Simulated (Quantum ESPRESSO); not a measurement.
Computed results, one entry a study.

BaAl9Fe2: which magnetic order is lowest. It takes space group P6/mmm (No. 191, hexagonal). Conventional cell: a = 7.941 Å, b = 7.941 Å, c = 3.950 Å, α = 90.00°, β = 90.00°, γ = 120.00°. Nearest to Ba lie 18 Al at 3.59 to 3.97 Å and 2 Ba at 3.95 Å. Nearest to Al lie 2 Fe at 2.29 Å and 14 Al at 2.83 to 3.97 Å and 2 Ba at 3.97 Å. Nearest to Al lie 2 Fe at 2.53 Å and 8 Al at 2.74 to 3.00 Å and 2 Ba at 3.59 Å. Fe has 9 Al at 2.29 to 2.53 Å nearest. Farther neighbours are not listed. The calculation used LDA; plane waves with GBRV 1.5 LDA potentials, no spin-orbit coupling (and 1 further level or step) in Quantum ESPRESSO 7.5, with GBRV 1.5 LDA, cutoff 544.23 eV, 6×6×6 k-mesh, 51 bands, fermi-dirac occupations, smearing width 0.1 eV, collinear spin, SCF threshold 2.40e-8, mesh matched on, starting moments 0 0 0 0 0 0 0 0 0 0 2.8 2.8 μB in one of its runs. The lowest state found is non-magnetic (from ferro ++ and antiferro +-). The largest site moment is 5.4e-4 μB. It took 2 runs, 4.5 min in all on 4 MPI ranks of Arm Neoverse V2, shared host (the runs of this entry). The lowest state carries no moment, and no start kept one. Only these 2 starts were compared; other wavevectors, canted and longer-period orders were not.

```xyz
12
Lattice="7.9413 0.0000 0.0000 -3.9706 6.8773 0.0000 0.0000 0.0000 3.9505" Properties=species:S:1:pos:R:3 pbc="T T T"
Ba    0.0000    0.0000    0.0000
Al    3.9706    0.0000    0.0000
Al    1.9853    3.4387    0.0000
Al   -1.9853    3.4387    0.0000
Al    0.0000    3.0033    1.9752
Al    5.3404    1.5016    1.9752
Al    2.6009    1.5016    1.9752
Al    1.3697    5.3757    1.9752
Al   -1.3697    5.3757    1.9752
Al    3.9706    3.8741    1.9752
Fe    3.9706    2.2924    0.0000
Fe    0.0000    4.5849    0.0000
```

[Logs and program files are shortened in this print: banners, set-up blocks, solver, clock and traceback lines can be left out without a mark of their own.]

[Logs are printed without paths, hosts, clocks, repeated set-up lines and the standing remarks that a program may print on its own settings, such as how far it seeks lower states.]

[Hosts, paths, dates, database ids (printed as entryN), source tags and the programs' standing remarks are cut or masked in the printed files.]

[Where a cell is said to come from a database of computed structures, the database is the Materials Project.]
